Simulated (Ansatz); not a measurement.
# Work function of Cu(100): what the settings cost and change, part 2 of 2

How thick a slab and how much vacuum does the work function of Cu(100) need?

Ansatz 0.2.0; plane-wave DFT, PBE, Ansatz PAW.

So far, work function, upper face (eV): step 2 (slab, setting 1 layer) 4.99; step 4 (run, 3 atoms) 4.63; step 5 (run, 4 atoms) 4.57; step 6 (run, 5 atoms) 4.52; step 7 (run, 6 atoms) 4.53.

## (8) Run, 8 atoms

System of this step: Cu(100). The cell holds 8 atoms: 8 Cu. Its edges and angles: a = 2.553 Å, b = 2.553 Å, c = 30.635 Å, α = 90.0°, β = 90.0°, γ = 90.0°. Vacuum lies along c.

Input file input.yaml:

```yaml
crystal:
  lattice:
    - [2.5526554801, 0.0, 0.0]
    - [0.0, 2.5526554801, 0.0]
    - [0.0, 0.0, 30.635]
  atoms:
    - { symbol: Cu, position: [0.5, 0.5, 0.2937816223] }
    - { symbol: Cu, position: [0.0, 0.0, 0.3527011588] }
    - { symbol: Cu, position: [0.5, 0.5, 0.4116206953] }
    - { symbol: Cu, position: [0.0, 0.0, 0.4705402318] }
    - { symbol: Cu, position: [0.5, 0.5, 0.5294597682] }
    - { symbol: Cu, position: [0.0, 0.0, 0.5883793047] }
    - { symbol: Cu, position: [0.5, 0.5, 0.6472988412] }
    - { symbol: Cu, position: [0.0, 0.0, 0.7062183777] }
kpoints:
  mp_grid: { grid: [16, 16, 1] }
hamiltonian:
  xc: pbe
scf:
  occupations: { method: fermi_dirac, width: 0.1 }
  convergence: { dr2_threshold: 1.0e-09 }
efield:
  axis: 3
  dipole_correction: true
  ramp_position: 0.97
  ramp_width: 0.06
output:
  write_potential: true
  write_density: true
  volumetric_format: npy
```

On the command line:

```bash
ansatz run input.yaml --threads 2 --pin off --max-ram 3072MiB --backend cpu --events-out ev --progress --plain --runs-dir out
```

Numbers of over 12 decimals in the logs are rounded to 6 here.

What it wrote:

```text
[...]
Crystal: 8 atoms, lattice volume = 199.619 Å³
Basis set: ecut = 420 eV, 3939 PW (Γ)
Bands: 92, of which v1, the nominal top of the filled ones, is band 76 counted from 1 (75 counted from 0)
Symmetry: 8 space group operations
k-points: 45 of 256
[...]
k-point 0: bands = [... 72 lower, 4.0617, 4.0617, 4.1220, 4.1220, 4.1321, 4.1324, 4.7673, 6.0586, ... 12 higher]
  k-point 1: bands = [... 72 lower, 3.9962, 4.0398, 4.0662, 4.0819, 4.1233, 4.1440, 5.0042, 6.2541, ... 12 higher]
  k-point 2: bands = [... 72 lower, 3.9635, 4.0295, 4.0298, 4.1231, 4.1337, 4.3862, 5.4847, 6.7450, ... 12 higher]
  k-point 44: bands = [... 72 lower, 7.3719, 7.3719, 8.2847, 8.2847, 9.5007, 9.5007, 10.9192, 10.9192, ... 12 higher]
[key lines of the parts left out:]
SCF converged after 13 iterations
Free energy (F): -53000.215764 eV
Fermi energy:    5.565783 eV
Dipole field:    D = 0.000003 V/Å  (p = 0.000004 e·Å, saw-weighted, corrected)
Work function:   Φ+ = 4.5677 eV   Φ− = 4.5678 eV
```

Run time: 2.7 min. Hardware: 2 threads of Arm Neoverse N1, shared host; peak memory 1 GiB.

The work function is 4.568 eV, +0.034 eV from the run “6 layers”, at 1.5 times its CPU time.

## (9) Slab, 10 atoms

System of this step: Cu(100). The cell holds 10 atoms: 10 Cu. Its edges and angles: a = 2.553 Å, b = 2.553 Å, c = 34.245 Å, α = 90.0°, β = 90.0°, γ = 90.0°. Vacuum lies along c.

input.yaml, the sections that differ from step 8:

```yaml
crystal:
  lattice:
    - [2.5526554801, 0.0, 0.0]
    - [0.0, 2.5526554801, 0.0]
    - [0.0, 0.0, 34.245]
  atoms:
    - { symbol: Cu, position: [0.5, 0.5, 0.2628120894] }
    - { symbol: Cu, position: [0.0, 0.0, 0.3155205139] }
    - { symbol: Cu, position: [0.5, 0.5, 0.3682289385] }
    - { symbol: Cu, position: [0.0, 0.0, 0.4209373631] }
    - { symbol: Cu, position: [0.5, 0.5, 0.4736457877] }
    - { symbol: Cu, position: [0.0, 0.0, 0.5263542123] }
    - { symbol: Cu, position: [0.5, 0.5, 0.5790626369] }
    - { symbol: Cu, position: [0.0, 0.0, 0.6317710615] }
    - { symbol: Cu, position: [0.5, 0.5, 0.6844794861] }
    - { symbol: Cu, position: [0.0, 0.0, 0.7371879106] }
# kpoints, hamiltonian, scf, efield, output: as in step 8
```

What it wrote:

```text
[...]
Crystal: 10 atoms, lattice volume = 223.142 Å³
Basis set: ecut = 420 eV, 4367 PW (Γ)
Bands: 114, of which v1, the nominal top of the filled ones, is band 95 counted from 1 (94 counted from 0)
Symmetry: 8 space group operations
k-points: 45 of 256
[...]
k-point 0: bands = [... 91 lower, 5.2772, 5.2772, 5.3135, 5.3135, 5.3269, 5.3269, 5.3482, 6.4436, ... 15 higher]
  k-point 1: bands = [... 91 lower, 5.1792, 5.1999, 5.2677, 5.2772, 5.3241, 5.3345, 5.6574, 6.6684, ... 15 higher]
  k-point 2: bands = [... 91 lower, 5.1999, 5.2238, 5.2290, 5.3227, 5.3244, 5.3731, 6.1363, 7.1690, ... 15 higher]
  k-point 44: bands = [... 91 lower, 8.4509, 9.1114, 9.1114, 10.0129, 10.0129, 11.0759, 11.0759, 12.2611, ... 15 higher]
[key lines of the parts left out:]
SCF converged after 13 iterations
Free energy (F): -66250.571156 eV
Fermi energy:    6.753343 eV
Dipole field:    D = 0.000002 V/Å  (p = 0.000002 e·Å, saw-weighted, corrected)
Work function:   Φ+ = 4.5692 eV   Φ− = 4.5693 eV
```

Wall time 4.2 min (2 threads); peak memory 1.4 GiB; 7.5 min of CPU time.

The work function is 4.569 eV, +0.002 eV from the run “8 layers”, at 1.6 times its CPU time.

## (10) Slab, 13 atoms

System of this step: Cu(100). The cell holds 13 atoms: 13 Cu. Its edges and angles: a = 2.553 Å, b = 2.553 Å, c = 39.660 Å, α = 90.0°, β = 90.0°, γ = 90.0°. Vacuum lies along c.

input.yaml, the sections that differ from step 9:

```yaml
crystal:
  lattice:
    - [2.5526554801, 0.0, 0.0]
    - [0.0, 2.5526554801, 0.0]
    - [0.0, 0.0, 39.66]
  atoms:
    - { symbol: Cu, position: [0.0, 0.0, 0.2269288956] }
    - { symbol: Cu, position: [0.5, 0.5, 0.2724407463] }
    - { symbol: Cu, position: [0.0, 0.0, 0.3179525971] }
    - { symbol: Cu, position: [0.5, 0.5, 0.3634644478] }
    - { symbol: Cu, position: [0.0, 0.0, 0.4089762985] }
    - { symbol: Cu, position: [0.5, 0.5, 0.4544881493] }
    - { symbol: Cu, position: [0.0, 0.0, 0.5] }
    - { symbol: Cu, position: [0.5, 0.5, 0.5455118507] }
    - { symbol: Cu, position: [0.0, 0.0, 0.5910237015] }
    - { symbol: Cu, position: [0.5, 0.5, 0.6365355522] }
    - { symbol: Cu, position: [0.0, 0.0, 0.6820474029] }
    - { symbol: Cu, position: [0.5, 0.5, 0.7275592537] }
    - { symbol: Cu, position: [0.0, 0.0, 0.7730711044] }
# kpoints, hamiltonian, scf, efield, output: as in step 9
```

What it wrote:

```text
[...]
Crystal: 13 atoms, lattice volume = 258.427 Å³
Basis set: ecut = 420 eV, 5081 PW (Γ)
Bands: 149, of which v1, the nominal top of the filled ones, is band 124 counted from 1 (123 counted from 0)
Symmetry: 8 space group operations
k-points: 45 of 256
[...]
k-point 1: bands = [... 120 lower, 6.5685, 6.6070, 6.6524, 6.6586, 6.7084, 6.7122, 6.9160, 7.6616, ... 21 higher]
  k-point 2: bands = [... 120 lower, 6.5986, 6.6058, 6.6179, 6.7043, 6.7044, 6.8060, 7.3973, 8.1789, ... 21 higher]
  k-point 44: bands = [... 120 lower, 10.1794, 10.8021, 10.8021, 11.5493, 11.5493, 12.3893, 12.3893, 13.3053, ... 21 higher]
[key lines of the parts left out:]
SCF converged after 13 iterations
Free energy (F): -86126.105253 eV
Fermi energy:    8.148942 eV
Dipole field:    D = 0.000000 V/Å  (p = 0.000001 e·Å, saw-weighted, corrected)
Work function:   Φ+ = 4.5510 eV   Φ− = 4.5510 eV
```

Wall time 7 min (2 threads); peak memory 1.9 GiB; 13 min of CPU time.

The work function is 4.551 eV, -0.018 eV from the run “10 layers”, at 1.7 times its CPU time.

## (11) Run, 7 atoms

System of this step: Cu(100). The cell holds 7 atoms: 7 Cu. Its edges and angles: a = 2.553 Å, b = 2.553 Å, c = 20.830 Å, α = 90.0°, β = 90.0°, γ = 90.0°. Vacuum lies along c.

input.yaml, the sections that differ from step 10:

```yaml
crystal:
  lattice:
    - [2.5526554801, 0.0, 0.0]
    - [0.0, 2.5526554801, 0.0]
    - [0.0, 0.0, 20.83]
  atoms:
    - { symbol: Cu, position: [0.0, 0.0, 0.2400384061] }
    - { symbol: Cu, position: [0.5, 0.5, 0.3266922708] }
    - { symbol: Cu, position: [0.0, 0.0, 0.4133461354] }
    - { symbol: Cu, position: [0.5, 0.5, 0.5] }
    - { symbol: Cu, position: [0.0, 0.0, 0.5866538646] }
    - { symbol: Cu, position: [0.5, 0.5, 0.6733077292] }
    - { symbol: Cu, position: [0.0, 0.0, 0.7599615939] }
# kpoints, hamiltonian, scf, efield, output: as in step 10
```

What it wrote:

```text
[...]
Crystal: 7 atoms, lattice volume = 135.729 Å³
Basis set: ecut = 420 eV, 2657 PW (Γ)
Bands: 80, of which v1, the nominal top of the filled ones, is band 67 counted from 1 (66 counted from 0)
Symmetry: 8 space group operations
k-points: 45 of 256
[...]
k-point 0: bands = [... 63 lower, 6.9624, 7.0433, 7.0433, 7.0496, 7.0505, 7.3683, 8.8193, 9.7136, ... 9 higher]
  k-point 1: bands = [... 63 lower, 6.9130, 6.9773, 6.9996, 7.0366, 7.0658, 7.6197, 9.0096, 9.9333, ... 9 higher]
  k-point 2: bands = [... 63 lower, 6.9449, 6.9498, 7.0132, 7.0343, 7.0570, 8.0833, 9.4848, 10.4981, ... 9 higher]
  k-point 44: bands = [... 63 lower, 10.3764, 10.3764, 11.4754, 11.4754, 12.9208, 12.9208, 14.5908, 14.5908, ... 9 higher]
[key lines of the parts left out:]
SCF converged after 12 iterations
Free energy (F): -46375.036838 eV
Fermi energy:    8.500379 eV
Dipole field:    D = 0.000000 V/Å  (p = 0.000000 e·Å, saw-weighted, corrected)
Work function:   Φ+ = 4.5351 eV (in doubt: plateau slope 2.2e-2 eV/Å)   Φ− = 4.5362 eV (in doubt: plateau slope 1.5e-2 eV/Å)
```

Run time: 93 s. Hardware: 2 threads; peak memory 0.71 GiB.

The work function is 4.535 eV. The program marks this work function as in doubt.

## (12) Slab, 7 atoms

The cell differs from the one that the last finished run ended in (c 20.830 → 24.830 Å).

input.yaml, the sections that differ from step 11:

```yaml
crystal:
  lattice:
    - [2.5526554801, 0.0, 0.0]
    - [0.0, 2.5526554801, 0.0]
    - [0.0, 0.0, 24.83]
  atoms:
    - { symbol: Cu, position: [0.0, 0.0, 0.2819170358] }
    - { symbol: Cu, position: [0.5, 0.5, 0.3546113572] }
    - { symbol: Cu, position: [0.0, 0.0, 0.4273056786] }
    - { symbol: Cu, position: [0.5, 0.5, 0.5] }
    - { symbol: Cu, position: [0.0, 0.0, 0.5726943214] }
    - { symbol: Cu, position: [0.5, 0.5, 0.6453886428] }
    - { symbol: Cu, position: [0.0, 0.0, 0.7180829642] }
# kpoints, hamiltonian, scf, efield, output: as in step 11
```

What it wrote:

```text
[...]
Crystal: 7 atoms, lattice volume = 161.794 Å³
Basis set: ecut = 420 eV, 3191 PW (Γ)
Bands: 80, of which v1, the nominal top of the filled ones, is band 67 counted from 1 (66 counted from 0)
Symmetry: 8 space group operations
k-points: 45 of 256
[...]
k-point 0: bands = [... 63 lower, 4.8612, 4.9421, 4.9421, 4.9484, 4.9493, 5.2663, 6.7230, 7.6057, ... 9 higher]
  k-point 1: bands = [... 63 lower, 4.8117, 4.8761, 4.8984, 4.9354, 4.9646, 5.5177, 6.9134, 7.8248, ... 9 higher]
  k-point 2: bands = [... 63 lower, 4.8437, 4.8486, 4.9123, 4.9331, 4.9558, 5.9813, 7.3891, 8.3877, ... 9 higher]
  k-point 44: bands = [... 63 lower, 8.2752, 8.2752, 9.3742, 9.3742, 10.8195, 10.8195, 12.4895, 12.4895, ... 9 higher]
[key lines of the parts left out:]
SCF converged after 12 iterations
Free energy (F): -46375.036927 eV
Fermi energy:    6.399112 eV
Dipole field:    D = 0.000000 V/Å  (p = 0.000000 e·Å, saw-weighted, corrected)
Work function:   Φ+ = 4.5405 eV   Φ− = 4.5406 eV
```

Elapsed: 1.9 min, on 2 threads; peak memory 0.8 GiB.

The work function is 4.541 eV, +0.005 eV from the run “7 layers, 10 Å of vacuum”, at 1.2 times its CPU time.

## (13) Slab, 7 atoms (run 2)

The cell differs from the one that the last finished run ended in (c 24.830 → 36.830 Å).

input.yaml, the sections that differ from step 12:

```yaml
crystal:
  lattice:
    - [2.5526554801, 0.0, 0.0]
    - [0.0, 2.5526554801, 0.0]
    - [0.0, 0.0, 36.83]
  atoms:
    - { symbol: Cu, position: [0.0, 0.0, 0.3529731197] }
    - { symbol: Cu, position: [0.5, 0.5, 0.4019820798] }
    - { symbol: Cu, position: [0.0, 0.0, 0.4509910399] }
    - { symbol: Cu, position: [0.5, 0.5, 0.5] }
    - { symbol: Cu, position: [0.0, 0.0, 0.5490089601] }
    - { symbol: Cu, position: [0.5, 0.5, 0.5980179202] }
    - { symbol: Cu, position: [0.0, 0.0, 0.6470268803] }
# kpoints, hamiltonian, scf, efield, output: as in step 12
```

What it wrote:

```text
[...]
Crystal: 7 atoms, lattice volume = 239.986 Å³
Basis set: ecut = 420 eV, 4719 PW (Γ)
Bands: 80, of which v1, the nominal top of the filled ones, is band 67 counted from 1 (66 counted from 0)
Symmetry: 8 space group operations
k-points: 45 of 256
[...]
k-point 0: bands = [... 63 lower, 1.2968, 1.3777, 1.3777, 1.3840, 1.3850, 1.7020, 3.1587, 4.0412, ... 9 higher]
  k-point 1: bands = [... 63 lower, 1.2474, 1.3117, 1.3341, 1.3711, 1.4003, 1.9534, 3.3492, 4.2603, ... 9 higher]
  k-point 2: bands = [... 63 lower, 1.2793, 1.2842, 1.3480, 1.3688, 1.3914, 2.4169, 3.8249, 4.8231, ... 9 higher]
  k-point 44: bands = [... 63 lower, 4.7108, 4.7108, 5.8098, 5.8098, 7.2552, 7.2552, 8.9252, 8.9252, ... 9 higher]
[key lines of the parts left out:]
SCF converged after 12 iterations
Free energy (F): -46375.036926 eV
Fermi energy:    2.834759 eV
Dipole field:    D = -0.000000 V/Å  (p = -0.000000 e·Å, saw-weighted, corrected)
Work function:   Φ+ = 4.5406 eV   Φ− = 4.5406 eV
```

Wall time 2.4 min (2 threads); peak memory 1.1 GiB; 4.3 min of CPU time.

The work function is 4.541 eV, +0.000 eV from the run “7 layers, 14 Å of vacuum”, at 1.3 times its CPU time.

## (14) The series together

Times are for 2 threads of Arm Neoverse N1, shared host. Results by setting:

```tsv
no.	setting	work function, upper face (eV)	time	memory (GiB)
1	1 layer	4.986	12 s	0.41
2	2 layers	4.698	21 s	0.41
3	3 layers	4.625	36 s	0.45
4	4 layers	4.570	55 s	0.55
5	5 layers	4.516	78 s	0.65
6	6 layers	4.534	1.8 min	0.77
7	8 layers	4.568	2.7 min	1.0
8	10 layers	4.569	4.2 min	1.4
9	13 layers	4.551	7 min	1.9
10	7 layers, 10 Å of vacuum	4.535	93 s	0.71
11	7 layers, 14 Å of vacuum	4.541	1.9 min	0.8
12	7 layers, 26 Å of vacuum	4.541	2.4 min	1.1
```

## (15) A changed input

System of this step: Cu(100) monolayer. The cell holds 1 atom: 1 Cu. Its edges and angles: a = 4.824 Å, b = 4.824 Å, c = 34.015 Å, α = 90.0°, β = 90.0°, γ = 90.0°. Vacuum lies along c.

An input spoilt on purpose, to show how the run answers: it repeats the earlier run “1 layer” with crystal.lattice to [[4.82381969, 0.0, 0.0], [0.0, 4.82381969, 0.0], [0.0, 0.0, 34.0150698]], and scf.max_iter set to 50; its output block differs too.

input.yaml, the sections that differ from step 13:

```yaml
crystal:
  lattice:
    - [4.82381969, 0.0, 0.0]
    - [0.0, 4.82381969, 0.0]
    - [0.0, 0.0, 34.0150698]
  atoms:
    - { symbol: Cu, position: [0.5, 0.5, 0.5] }
scf:
  occupations: { method: fermi_dirac, width: 0.1 }
  convergence: { dr2_threshold: 1.0e-09 }
  max_iter: 50
# kpoints, hamiltonian, efield, output: as in step 13
```

What it wrote:

```text
[...]
Crystal: 1 atoms, lattice volume = 791.505 Å³
Basis set: ecut = 420 eV, 15349 PW (Γ)
Bands: 14, of which v1, the nominal top of the filled ones, is band 10 counted from 1 (9 counted from 0)
Symmetry: 8 space group operations
k-points: 45 of 256
[...]
SCF iter   1: F=—  HF=-6621.731470 eV  |F-HF|=—  |Δ(HF+E_count)|=         —  Δρ=2.80e-4  dr2=1.98e-3  ethr=1.77e-3  p=0.000 e·Å  D=3.85e-15 V/Å  ΔV_dip=-0.00 eV  dr2_dipole=5.46e-16  V_vac-E_F(+/−)=4.68/4.68 eV  ⟨swp⟩=7.8  Hψ=4411  notcnv=0
[...]
SCF iter   8: F=-6621.732079 eV  HF=-6621.732079 eV  |F-HF|=4.39e-9  |Δ(HF+E_count)|=  7.23e-10  Δρ=6.00e-8  dr2=4.01e-11  ethr=5.26e-12  p=0.000 e·Å  D=7.61e-9 V/Å  ΔV_dip=-0.00 eV  dr2_dipole=4.11e-15  V_vac-E_F(+/−)=4.74/4.74 eV  ⟨swp⟩=5.6  Hψ=2765  notcnv=0
SCF 1 converged in 8 iterations: F = -6621.732079 eV  dr2 = 4.01e-11
[...]
SCF converged after 8 iterations
Free energy (F): -6621.732079 eV
[...]
Internal energy: -6621.644835 eV  (E = F + TS)
E sigma→0 (E₀):  -6621.688457 eV
Entropy (-TS):   -0.087243 eV (-87.243 meV/atom)
Fermi energy:    -4.395989 eV
Dipole field:    D = -0.000000 V/Å  (p = -0.000000 e·Å, saw-weighted, corrected)
Work function:   Φ+ = 4.7366 eV   Φ− = 4.7366 eV
[...]
--- Band table (eV; the first three rows and the last of 45) ---
  k-point 0: bands = [... 6 lower, -4.9842, -4.9842, -4.9813, -4.9135, -1.1477, 0.1841, 0.4218, 0.4605]
  k-point 1: bands = [... 6 lower, -4.9851, -4.9841, -4.9820, -4.9045, -1.1247, 0.2043, 0.4453, 0.4855]
  k-point 2: bands = [... 6 lower, -4.9876, -4.9839, -4.9838, -4.8720, -1.0564, 0.2490, 0.5074, 0.5601]
  k-point 44: bands = [... 6 lower, -5.0032, -4.9823, -4.9654, -3.7912, -0.6768, -0.6768, 0.6125, 1.6048]
```

Run time: 65 s. Hardware: 2 threads; peak memory 1.1 GiB.

```tsv
quantity	this run	earlier run	difference
work function, upper face (eV)	4.737	4.986	-0.25
```

It moves by -0.249 eV.

The fault (a lattice typed in bohr) shows in the results, which are not taken further.

## (16) Outcome

| Property | Result |
| --- | --- |
| work function, 1 layer | 4.986 eV |
| work function, 5 layers | 4.516 eV |
| work function, 6 layers | 4.534 eV |
| work function, 13 layers | 4.551 eV |

The thickest slab gives 4.55 eV, and the settings tried spread the value from 4.52 to 4.99 eV. At 18 Å of vacuum, the slabs from 4 layers on stay within 0.04 eV of the thickest. Going from 10 to 26 Å of vacuum moves it by 0.005 eV. The program marks the value as in doubt in “7 layers, 10 Å of vacuum”. The ladder's slabs use the tabulated experimental lattice constant (two decimals; a low-temperature value for the alkali metals). In 1 run of the series (7 layers, 10 Å of vacuum) the program warns that electrons reach the sawtooth's ramp, which makes dipole and work function less sure.

Computed beside measured:

| quantity | measured | 13 layers |
| --- | --- | --- |
| work function (clean (100) face, a compiled value) (eV) | 4.73 | 4.55 (-0.18 eV) |

Measured values from arxiv:1902.07811 (2019).

Verdict: The work function is off by -0.18 eV: fair agreement. The grades are ours: good and fair within 3 and 7 % for the work function. No cell relaxation is part of this session.

[Logs are printed without paths, hosts, clocks, repeated set-up lines and the standing remarks that a program may print on its own settings, such as how far it seeks lower states.]

[Hosts, paths, dates, database ids (printed as entryN), source tags and the programs' standing remarks are cut or masked in the printed files.]

[Maps of the electrostatic potential energy from Ansatz leave out the sawtooth potential of an applied field or a dipole correction, so their vacuum need not be flat; planar profiles and work functions include it.]
